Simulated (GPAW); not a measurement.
## BN: optical spectrum from first principles

Aim: the dielectric function of BN, and the optical constants that follow from it. The cell comes from an older database entry, whose edges can differ from later determinations, mostly by under a per cent.

Calculated with GPAW 26.7.0; DFT, PBE, plane-wave PAW (GPAW data sets), scalar-relativistic, RPA, optical limit.

The database entry behind the starting cell has ideal inner coordinates that were not refined, so it need not match the best structure at ambient conditions.

### Step 1. The structure

Symmetry: P6_3mc, No. 186, hexagonal system. Conventional cell: a = 2.536 Å, b = 2.536 Å, c = 4.199 Å, α = 90.00°, β = 90.00°, γ = 120.00°. N has 4 B at 1.56 to 1.57 Å nearest. B has 4 N at 1.56 to 1.57 Å nearest. Farther neighbours and most contacts between anions are not listed.

### Step 2. Ground state

First the ground state: is it a metal or has it a gap?

This step: DFT, PBE, plane-wave PAW (GPAW data sets), scalar-relativistic, ground state (GPAW 26.7.0).

Contents of gs.py:

```python
from ase import Atoms
from ase.dft.bandgap import bandgap
from gpaw import GPAW, PW, FermiDirac

atoms = Atoms(['N', 'N', 'B', 'B'],
              cell=[[2.536000000000, 0.000000000000, 0.000000000000],
                    [-1.268000000000, 2.196240424000, 0.000000000000],
                    [0.000000000000, 0.000000000000, 4.199000000000]],
              scaled_positions=[[0.333333333300, 0.666666666700, 0.875000000000],
                                [0.666666666700, 0.333333333300, 0.375000000000],
                                [0.333333333300, 0.666666666700, 0.500000000000],
                                [0.666666666700, 0.333333333300, 0.000000000000]],
              pbc=[True, True, True])
atoms.calc = GPAW(mode=PW(500), xc='PBE', kpts={'size': (12, 12, 6), 'gamma': True},
                  occupations=FermiDirac(0.05), maxiter=150, txt='gs.txt')
print('energy (eV)', atoms.get_potential_energy())
print('Fermi level (eV)', atoms.calc.get_fermi_level())
print('valence electrons', atoms.calc.get_number_of_electrons())
print('gap (eV)', bandgap(atoms.calc, output=None)[0])
print('direct gap (eV)', bandgap(atoms.calc, direct=True, output=None)[0])
atoms.calc.write('gs.gpw')
```

Launch:

```bash
> OMP_NUM_THREADS=1 python gs.py
```

Numbers of over 12 decimals in the logs are rounded to 6 here.

The program printed:

```text
__  _  _
 | _ |_)|_||  |
 |__||  | ||/\| - 26.7.0

Versions:
  Python: 3.12.14
  ASE:    3.29.0
  Numpy:  2.5.5
  Scipy:  1.18.1
  Libxc:  7.0.0

Input parameters:
  mode=PW(ecut=500.0),
  kpts=MonkhorstPack(size=(12, 12, 6), gamma=True),
  maxiter=150,
  occupations=Occupations(name='fermi-dirac', width=0.05, fixmagmom=False),
  xc=XC(name='PBE')

Diagonalizing LCAO Hamiltonian
Converting LCAO to pw mode

        N
        B

          N
          B

Atoms  # Å, Bohr magnetons
|   | symbol |         x |        y |        z |    initial magnetic moments |
| 0 |      N | -0.000000 | 1.464160 | 3.674125 | ( 0.0000,  0.0000,  0.0000) |
| 1 |      N |  1.268000 | 0.732080 | 1.574625 | ( 0.0000,  0.0000,  0.0000) |
| 2 |      B | -0.000000 | 1.464160 | 2.099500 | ( 0.0000,  0.0000,  0.0000) |
| 3 |      B |  1.268000 | 0.732080 | 0.000000 | ( 0.0000,  0.0000,  0.0000) |

Unit cell  # Å
| periodic |         x |        y |        z |  lengths |     angles |
|      yes |  2.536000 | 0.000000 | 0.000000 | 2.536000 |  90.000000 |
|      yes | -1.268000 | 2.196240 | 0.000000 | 2.536000 |  90.000000 |
|      yes |  0.000000 | 0.000000 | 4.199000 | 4.199000 | 120.000000 |

Number of symmetries: 6
Symmetry operations  # r_c * U_cc + t_c -> r_c
|   | kind |            matrix            |
| 0 |  σ   |  1, 1, 0,  0,-1, 0,  0, 0, 1 |
| 1 |  E   |  1, 0, 0,  0, 1, 0,  0, 0, 1 |
| 2 |  C3  |  0, 1, 0, -1,-1, 0,  0, 0, 1 |
| 3 |  σ   |  0,-1, 0, -1, 0, 0,  0, 0, 1 |
| 4 |  σ   | -1, 0, 0,  1, 1, 0,  0, 0, 1 |
| 5 |  C3  | -1,-1, 0,  1, 0, 0,  0, 0, 1 |

BZ-sampling:
  Number of BZ points: 864
  Number of IBZ points: 100

  Monkhorst-Pack size: [12, 12, 6]
  Monkhorst-Pack shift: [0.041667, 0.041667, 0.083333]

K-points  # in reciprocal-cell coordinates
|     |                                coordinates |     weight |
|   0 | ( -0.00000000,  -0.00000000,   0.00000000) | 0.00115741 |
|   1 | ( -0.00000000,  -0.00000000,   0.16666667) | 0.00231481 |
|   2 | ( -0.00000000,  -0.00000000,   0.33333333) | 0.00231481 |
|   3 | ( -0.00000000,  -0.00000000,   0.50000000) | 0.00115741 |
|   4 | (  0.08333333,  -0.00000000,  -0.33333333) | 0.00694444 |
|   5 | (  0.08333333,  -0.00000000,  -0.16666667) | 0.00694444 |
|   6 | (  0.08333333,  -0.00000000,   0.00000000) | 0.00694444 |
|   7 | (  0.08333333,  -0.00000000,   0.16666667) | 0.00694444 |
|   8 | (  0.08333333,  -0.00000000,   0.33333333) | 0.00694444 |
|   9 | (  0.08333333,  -0.00000000,   0.50000000) | 0.00694444 |
| ... |                                            |            |
|  99 | (  0.50000000,   0.50000000,   0.50000000) | 0.00347222 |

Plane wave coefficients: 608
Cutoff: 500.0 eV

Spin-components: 1 (collinear spins)
Bands:           14
Projectors:      20
Spin-degeneracy: 2
Datatype:        complex128

Parallelization:
  kpt:    1
  domain: 1
  band:   1

Density:
  Valence electrons: 16.0
  Components: 1
  Grid points: [14 14 24]
  Charge: 0.0  # |e|

Potential:
  Grid points: [14 14 24]

species:
  N:
    name:    Nitrogen
    id:
    Z:       7.0
    valence: 5
    core:    2
    charge:  0.0  # [|e|]
    compensation charges:
      type: gauss
      rc: 0.18  # [Å]
      lmax: 2
    cutoffs:
      filter: 1.11  # [Å]
      core: 0.96  # [Å]
    projectors
    | kind |    occ | energy [eV] | rcut [Å] |
    |   2s |  2.000 |     -18.583 |    0.603 |
    |   2p |  3.000 |      -7.089 |    0.529 |
    |    s |        |       8.629 |    0.603 |
    |    p |        |      20.123 |    0.529 |
    |    d |        |       0.000 |    0.577 |

    Using partial waves for N as LCAO basis

  B:
    name:    Boron
    id:
    Z:       5.0
    valence: 3
    core:    2
    charge:  0.0  # [|e|]
    compensation charges:
      type: gauss
      rc: 0.20  # [Å]
      lmax: 2
    cutoffs:
      filter: 1.14  # [Å]
      core: 1.38  # [Å]
    projectors
    | kind |    occ | energy [eV] | rcut [Å] |
    |   2s |  2.000 |      -9.443 |    0.635 |
    |   2p |  1.000 |      -3.606 |    0.635 |
    |    s |        |      17.768 |    0.635 |
    |    p |        |      23.605 |    0.635 |
    |    d |        |       0.000 |    0.635 |

    Using partial waves for B as LCAO basis

Reference energy: -4302.422143  # eV

eigensolver:
  PPCG
  Converge bands: occupied
  niter=2

density mixing:
  MSR1-Mixer
  Pratt-step length: 0.05
  Maximum mixing coefficient: 0.75
  Old densities: 10
  SVD Regularization: 0.005
  Good broyden scale: 1.0
  Trust region scale: 1.0
  Backstep threshold: 4.0
  History deletion threshold: 6.0
  Fourier metric: weight=20.0, sigma=0.015

occupation numbers:
  Fermi-Dirac:
    width: 0.0500  # eV

poisson solver:
  ecut: 4000.0  # eV

xc functional:
  name: PBE with 2 nearest neighbor stencil

convergence criteria:
- Maximum [total energy] change in last 3 cyles: 0.0005 eV / valence electron
- Maximum integral of absolute [dens]ity change: 0.0001 electrons / valence electron
- Maximum integral of absolute [eigenst]ate change: 4e-08 eV^2 / valence electron
maximum number of iterations: 150

SCF iterations
|iter     |      energy | eigst |  dens |
|iter:   1||  -35.180167 | +0.09 |       |
|iter:   2||  -34.885164 | -1.78 | -0.75 |
|iter:   3||  -33.705014 | -0.82 | -0.79 |
|iter:   4||  -33.689015 | -2.69 | -1.39 |
|iter:   5||  -33.688290 | -3.22 | -1.86 |
|iter:   6||  -33.688413c| -4.83 | -2.61 |
|iter:   7||  -33.688411c| -6.17 | -3.52 |
|iter:   8||  -33.688411c| -7.75c| -4.24c|

Converged in 8 steps
SCF loop duration: 22.907 s (2.863 s/step)
Energy contributions relative to reference atoms: (reference = -4302.422143)

Energy contributions:
  Kinetic:          28.399964
  Coulomb:         -25.181404
  Zero:             -0.127876
  External:          0.000000
  Xc:              -36.779095
  Entropy:          -0.000000
  Spinorbit:         0.000000
  ----------------------------
  Free energy:     -33.688411
  Extrapolated:    -33.688411

dipole moment: (0.000000, 0.000000, -4.425751)  # |e|*Ang

Fermi level: 13.408
Eigenvalues  # (at kpt = [-0.000, -0.000, 0.000])
| band index |      eig [eV] | occ [0-2] |
|          0 |       -10.170 |     2.000 |
|          1 |        -6.001 |     2.000 |
|          2 |        -0.576 |     2.000 |
|          3 |         8.298 |     2.000 |
|          4 |         8.298 |     2.000 |
|          5 |        10.204 |     2.000 |
|          6 |        10.464 |     2.000 |
|          7 |        10.464 |     2.000 |
|          8 |        18.861 |     0.000 |
|          9 |        18.861 |     0.000 |
|         10 |        19.035 |     0.000 |
|         11 |        20.062 |     0.000 |
|         12 |        21.299 |     0.000 |
|         13 |        22.437 |     0.000 |

Gap: 5.158 eV
Transition (v -> c):
  (s=0, k=0, n=7, [-0.00, -0.00, 0.00]) -> (s=0, k=48, n=8, [0.33, 0.33, 0.00])
Direct/indirect transitions are different
Direct gap: 8.323 eV
Transition at: (s=0, k=6, n=7, [0.08, -0.00, 0.00])

--- standard output ---
energy (eV) -33.688411
Fermi level (eV) 13.408344
valence electrons 16.0
gap (eV) 5.157653
direct gap (eV) 8.323230
```

It took 29 s on 1 thread of Arm Neoverse N1, shared host; peak memory 0.15 GiB.

Read-outs, printed or worked out from the files:

| Property | Result |
| --- | --- |
| energy | -33.69 eV |
| Fermi energy | 13.41 eV |
| gap on the k-mesh | 5.158 eV |
| direct gap on the mesh | 8.323 eV |
| electrons | 16 |

There is a gap, 5.16 eV on this mesh (points off the mesh can give less), so no carriers' term is needed.

### Step 3. Bands for the response

The response needs many more empty bands than the density does.

This step: DFT, PBE, plane-wave PAW (GPAW data sets), scalar-relativistic, bands at fixed density (GPAW 26.7.0).

Contents of nscf.py:

```python
from ase.dft.bandgap import bandgap
from gpaw import GPAW, FermiDirac

calc = GPAW('gs.gpw').fixed_density(kpts={'size': (18, 18, 9), 'gamma': True}, nbands=36, convergence={'bands': 30},
                                    occupations=FermiDirac(0.001), txt='nscf.txt')
print('gap (eV)', bandgap(calc, output=None)[0])
print('direct gap (eV)', bandgap(calc, direct=True, output=None)[0])
print('top band over the Fermi level (eV)', min(calc.get_eigenvalues(kpt=k)[29] for k in range(len(calc.get_ibz_k_points()))) - calc.get_fermi_level())
calc.write('full.gpw', mode='all')
```

Launch:

```bash
> OMP_NUM_THREADS=1 python nscf.py
```

The program printed:

```text
Diagonalizing LCAO Hamiltonian
Converting LCAO to pw mode
convergence criteria:
- Maximum integral of absolute [eigenst]ate change: 4e-08 eV^2 / valence electron
maximum number of iterations: 150

SCF iterations
|iter     |      energy | eigst |  dens |
|iter:   1||             | +3.16 |       |
|iter:   2||             | +1.56 |       |
|iter:   3||             | +0.19 |       |
|iter:   4||             | -1.01 |       |
|iter:   5||             | -2.29 |       |
|iter:   6||             | -3.44 |       |
|iter:   7||             | -4.57 |       |
|iter:   8||             | -5.58 |       |
|iter:   9||             | -6.32 |       |
|iter:  10||             | -6.99 |       |
|iter:  11||             | -7.57c|       |
SCF steps: 11
  __  _  _
 | _ |_)|_||  |
 |__||  | ||/\| - 26.7.0

Versions:
  Python: 3.12.14
  ASE:    3.29.0
  Numpy:  2.5.5
  Scipy:  1.18.1
  Libxc:  7.0.0

Input parameters:
  mode=PW(ecut=500.0),
  convergence={'bands': 30},
  gpts=array([14, 14, 24]),
  kpts=MonkhorstPack(size=(18, 18, 9), gamma=True),
  maxiter=150,
  nbands=36,
  occupations=Occupations(name='fermi-dirac', width=0.001, fixmagmom=False),
  parallel={},
  xc=XC(name='PBE')

--- standard output ---
gap (eV) 5.157653
direct gap (eV) 8.316253
top band over the Fermi level (eV) 37.034752
```

It took 3.3 min on 1 thread; peak memory 0.28 GiB.

This step gave:

- direct gap on the mesh: 8.316 eV

### Step 4. Dielectric function, RPA

Transitions between filled and empty bands, summed over the zone, give the optical response, so mesh, band count and broadening shape it.

The induced potential is part of this response.

This step: DFT, PBE, plane-wave PAW (GPAW data sets), scalar-relativistic, RPA, optical limit (GPAW 26.7.0).

Contents of df.py:

```python
from gpaw.response.df import DielectricFunction

df = DielectricFunction('full.gpw', frequencies={'type': 'nonlinear', 'domega0': 0.03, 'omega2': 8},
                        ecut=60,
                        eta=0.2,
                        nbands=30,
                        txt='df.txt')
for direction in ['x', 'z']:
    df.get_dielectric_function(xc='RPA', direction=direction, filename=f'df_{direction}.csv')
```

Launch:

```bash
> OMP_NUM_THREADS=1 python df.py
```

The program printed:

```text
Using integrator: PointIntegrator
NonLinearFrequencyDescriptor(from 0.000 to 68.379 eV, 503 points)
Nonperiodic BCs:  [False False False]
Using integrator: PointIntegrator
NonLinearFrequencyDescriptor(from 0.000 to 68.379 eV, 503 points)
Nonperiodic BCs:  [False False False]

Calculating chi0 body with:
    Ground state adapter containing:
    Number of spins: 1
    Number of kpoints: 2916
    Number of irreducible kpoints: 293
    Number of completely occupied states: 8
    Number of partially occupied states: 8

    Linear response parametrization:
    q_c: [0.0, 0.0, 0.0]
    Number of frequency points: 503
    Planewave cutoff: 60.0
    Number of bands: 30
    Number of planewaves: 23
    Broadening (eta): 0.2

Integrating chi0 body.

Symmetries of q_c:
    Direct symmetries (Uq -> q): 6
    Indirect symmetries (TUq -> q): 6
In total 12 allowed symmetries.

293 groups of equivalent kpoints. 89.951989% reduction.

Integral kind: spectral function

Calculating chi0 optical extensions with:
    Ground state adapter containing:
    Number of spins: 1
    Number of kpoints: 2916
    Number of irreducible kpoints: 293
    Number of completely occupied states: 8
    Number of partially occupied states: 8

    Linear response parametrization:
    Number of frequency points: 503
    Planewave cutoff: 60.0
    Number of bands: 30
    Number of planewaves: 23
    Broadening (eta): 0.2
Integrating chi0 head and wings.

Symmetries of q_c:
    Direct symmetries (Uq -> q): 6
    Indirect symmetries (TUq -> q): 6
In total 12 allowed symmetries.

293 groups of equivalent kpoints. 89.951989% reduction.

Integral kind: spectral function wings
```

The job ended after 23 s (1 thread; peak memory 0.23 GiB).

Numbers from this step:

```
electronic dielectric constant ε∞, mean over x, y and z (by symmetry where fewer were run) : 4.526
main peak of Im epsilon, first axis                                                        : 11.03 eV
```

Some rows of df_x.csv (energy; Re and Im without local fields; Re and Im with them):

```text
0.000000, 4.659537, 0.000000, 4.464633, 0.000000
0.619237, 4.668400, 0.005747, 4.472822, 0.005310
1.279498, 4.697722, 0.012095, 4.499911, 0.011173
1.984998, 4.753022, 0.019419, 4.550983, 0.017930
2.740552, 4.842639, 0.028316, 4.633700, 0.026126
3.551683, 4.979746, 0.039816, 4.760140, 0.036699
4.424758, 5.186451, 0.055855, 4.950520, 0.051405
5.367152, 5.503132, 0.080550, 5.241671, 0.073979
6.387465, 6.013463, 0.124387, 5.709706, 0.113923
7.495775, 6.932743, 0.224702, 6.550329, 0.205311
8.703980, 9.034456, 0.837266, 8.453814, 0.778353
10.026223, 13.415976, 5.841249, 12.196955, 5.089902
11.479449, 3.512616, 12.291817, 3.927311, 11.265236
13.084136, -0.154684, 7.770971, 0.201247, 7.313417
14.865263, -2.643966, 5.801475, -2.111518, 5.774268
16.853625, -2.320925, 3.091490, -1.985216, 3.118951
19.087623, -1.503040, 1.765151, -1.338556, 1.859009
21.615770, -0.779731, 1.164970, -0.700584, 1.242233
24.500258, -0.577058, 0.886220, -0.524017, 0.958252
27.822136, -0.110911, 0.589250, -0.080833, 0.627458
31.689054, 0.090594, 0.414171, 0.093743, 0.434038
```

Values under the direct gap are tails of Lorentzian lines. Table of Im ε by photon energy; read off at these points:

```tsv
photon energy (eV)	E ∥ x	E ∥ z
0	0	0
1	0.00865	0.00993
2	0.0181	0.0209
3	0.0293	0.0341
4	0.0437	0.0516
5	0.0641	0.0774
6	0.0960	0.121
7	0.154	0.209
8	0.300	0.496
9	1.16	3.08
10	4.87	9.14
11	12.4	11.7
12	10.8	8.03
13	7.36	7.39
14	7.32	7.40
15	5.53	5.00
16	4.05	3.88
17	3.00	2.52
18	2.29	1.93
19	1.90	1.48
20	1.57	1.58
21	1.35	1.43
22	1.22	1.35
23	1.04	0.987
24	1.09	0.922
25	0.763	0.688
26	0.619	0.674
27	0.719	0.780
28	0.633	0.782
29	0.532	0.736
30	0.482	0.600
31	0.476	0.567
32	0.406	0.504
33	0.352	0.380
34	0.299	0.337
35	0.319	0.303
36	0.319	0.252
```

Re ε against photon energy:

```tsv
photon energy (eV)	E ∥ x	E ∥ z
0	4.46	4.65
2	4.55	4.75
4	4.85	5.10
6	5.51	5.90
8	7.16	8.23
10	12.2	10.2
12	1.82	0.779
14	-1.12	-1.38
16	-2.43	-2.33
18	-1.62	-1.55
20	-1.08	-0.707
22	-0.683	-0.732
24	-0.479	-0.393
26	-0.222	0.0313
28	-0.0850	0.0668
30	0.00710	-0.0142
32	0.105	0.00404
34	0.249	0.163
36	0.287	0.236
```

The reflectivity at normal incidence has structure finer than the step of the table below, so its rows give means over 1 eV, whole bins alone (the curve runs from 0 to 36 eV). Peaks (eV: height): E ∥ x 12.3: 41.8, 15.9: 45.6, 24.8: 34.6; E ∥ z 11.0: 40.8, 14.9: 45.1, 16.9: 48.5, 23.0: 35.8, 29.3: 20.1.

The reflectivity at normal incidence by photon energy; means over each step:

```tsv
photon energy (eV)	E ∥ x (%)	E ∥ z (%)
1	12.9	13.5
2	13.1	13.8
3	13.5	14.2
4	14.1	14.9
5	15.0	15.9
6	16.2	17.4
7	18.0	19.6
8	20.9	23.6
9	25.6	29.7
10	32.8	35.6
11	39.5	39.3
12	40.6	36.2
13	37.5	35.2
14	40.1	41.5
15	43.0	43.6
16	44.5	44.7
17	43.2	46.6
18	42.2	44.3
19	40.8	38.2
20	38.5	30.7
21	35.7	30.7
22	33.4	32.1
23	29.9	33.2
24	29.5	29.7
25	33.0	29.4
26	27.6	18.9
27	22.4	16.7
28	22.5	16.4
29	19.8	19.3
30	19.1	18.9
31	16.2	17.4
32	15.9	19.2
33	13.8	18.7
34	10.4	14.4
35	8.33	12.9
```

The refractive index n and extinction k by photon energy:

```tsv
photon energy (eV)	n, E ∥ x	k, E ∥ x	n, E ∥ z	k, E ∥ z
0	2.11	0	2.16	0
1	2.12	0.00204	2.16	0.00230
2	2.13	0.00424	2.18	0.00478
3	2.16	0.00677	2.21	0.00771
4	2.20	0.00992	2.26	0.0114
5	2.26	0.0142	2.33	0.0166
6	2.35	0.0204	2.43	0.0248
7	2.47	0.0311	2.59	0.0403
8	2.68	0.0559	2.87	0.0864
9	3.03	0.192	3.30	0.467
10	3.55	0.685	3.45	1.32
11	3.25	1.91	2.77	2.12
12	2.53	2.13	2.10	1.91
13	1.93	1.91	2.07	1.78
14	1.77	2.06	1.75	2.11
15	1.37	2.02	1.25	2.00
16	1.07	1.89	1.05	1.85
17	0.906	1.66	0.765	1.65
18	0.769	1.49	0.680	1.42
19	0.696	1.36	0.626	1.18
20	0.642	1.22	0.714	1.10
21	0.619	1.09	0.677	1.06
22	0.597	1.02	0.634	1.07
23	0.570	0.909	0.516	0.957
24	0.595	0.913	0.552	0.835
25	0.468	0.815	0.475	0.725
26	0.467	0.663	0.594	0.567
27	0.557	0.646	0.638	0.611
28	0.526	0.602	0.653	0.599
29	0.519	0.512	0.586	0.628
30	0.495	0.487	0.541	0.554
31	0.539	0.441	0.551	0.515
32	0.512	0.397	0.504	0.500
33	0.521	0.338	0.465	0.408
34	0.565	0.265	0.518	0.325
35	0.613	0.260	0.524	0.289
36	0.599	0.267	0.539	0.233
```

The loss function −Im 1/ε at q → 0 has structure finer than the step of the table below, so its rows give means over 1 eV, whole bins alone (the curve runs from 0 to 36 eV). Peaks (eV: height): E ∥ x 33.2: 2.37; E ∥ z 25.8: 1.62, 33.2: 2.74.

Values under the direct gap are tails of Lorentzian lines. Loss function −Im 1/ε at q → 0 against energy loss; means over each step:

```tsv
energy loss (eV)	E ∥ x	E ∥ z
1	4.3e-4	4.6e-4
2	8.7e-4	9.3e-4
3	0.00134	0.00143
4	0.00186	0.00199
5	0.00245	0.00265
6	0.00317	0.00348
7	0.00414	0.00471
8	0.00612	0.00798
9	0.0141	0.0249
10	0.0292	0.0496
11	0.0616	0.0814
12	0.0921	0.120
13	0.131	0.132
14	0.133	0.131
15	0.158	0.165
16	0.187	0.188
17	0.235	0.232
18	0.292	0.309
19	0.350	0.454
20	0.437	0.537
21	0.541	0.569
22	0.641	0.601
23	0.782	0.744
24	0.785	0.899
25	0.968	1.23
26	1.37	1.46
27	1.41	1.30
28	1.60	1.26
29	1.83	1.37
30	2.01	1.65
31	2.06	1.75
32	2.29	2.00
33	2.33	2.54
34	1.99	2.45
35	1.65	2.36
```

At chosen wavelengths:

```tsv
wavelength (nm)	n x	k x	R (%) x	1/α x	n z	k z	R (%) z	1/α z
1550	2.12	0.002	12.8	76 µm	2.16	0.002	13.5	67 µm
532	2.14	0.005	13.2	8.4 µm	2.19	0.006	13.9	7.4 µm
450	2.15	0.006	13.4	5.9 µm	2.20	0.007	14.1	5.2 µm
405	2.16	0.007	13.5	4.6 µm	2.21	0.008	14.3	4.1 µm
365	2.18	0.008	13.7	3.7 µm	2.23	0.009	14.5	3.2 µm
248	2.26	0.014	15.0	1.4 µm	2.33	0.017	15.9	1.2 µm
193	2.39	0.024	16.9	635 nm	2.49	0.030	18.2	511 nm
```

Below the direct gap, k and the depth come from the tails of the Lorentzian lines, not from transitions.

Rows near the edge hang on the gap, which this functional as a rule makes too small, and phonon-assisted absorption is left out.

At 1064 nm the birefringence n(z) − n(x) is +0.044: the crystal is uniaxial positive at this level.

### Step 5. Outcome

* electronic dielectric constant ε∞, mean over x, y and z (by symmetry where fewer were run) (RPA): 4.53
* main peak of Im epsilon, first axis: 11.0 eV

**Reading.** At this level (PBE, RPA) BN has a mean ε∞ = 4.53 and n = 2.12 at 1550 nm (E ∥ x), and Im ε peaks at 11.0 eV (E ∥ x). On the mesh the gap is 5.16 eV and the least direct gap 8.32 eV, so on this mesh the band edges lie at different points. Local fields change the static value along x from 4.66 to 4.46 (-4 %). Distinct maxima of Im ε, read by a parabola through the highest points, lie at 11.03 eV (12) and 13.75 eV (8.0) for E ∥ x. The static values by axis are 4.46 (x), 4.65 (z). At 1064 nm the birefringence n(z) − n(x) is +0.044: the crystal is uniaxial positive at this level. Excitons and phonon-assisted transitions are missing; PBE gaps are as a rule too small, which pulls the onset down and ε∞ up. The sum runs over mesh points, so small or evenly spaced maxima can still be ripples of the mesh.

[Machine, clock and banner lines and Python warnings are left out of the logs.]

[Logs are printed without paths, hosts, clocks, repeated set-up lines and the standing remarks that a program may print on its own settings, such as how far it seeks lower states.]

[Hosts, paths, dates, database ids (printed as entryN), source tags and the programs' standing remarks are cut or masked in the printed files.]
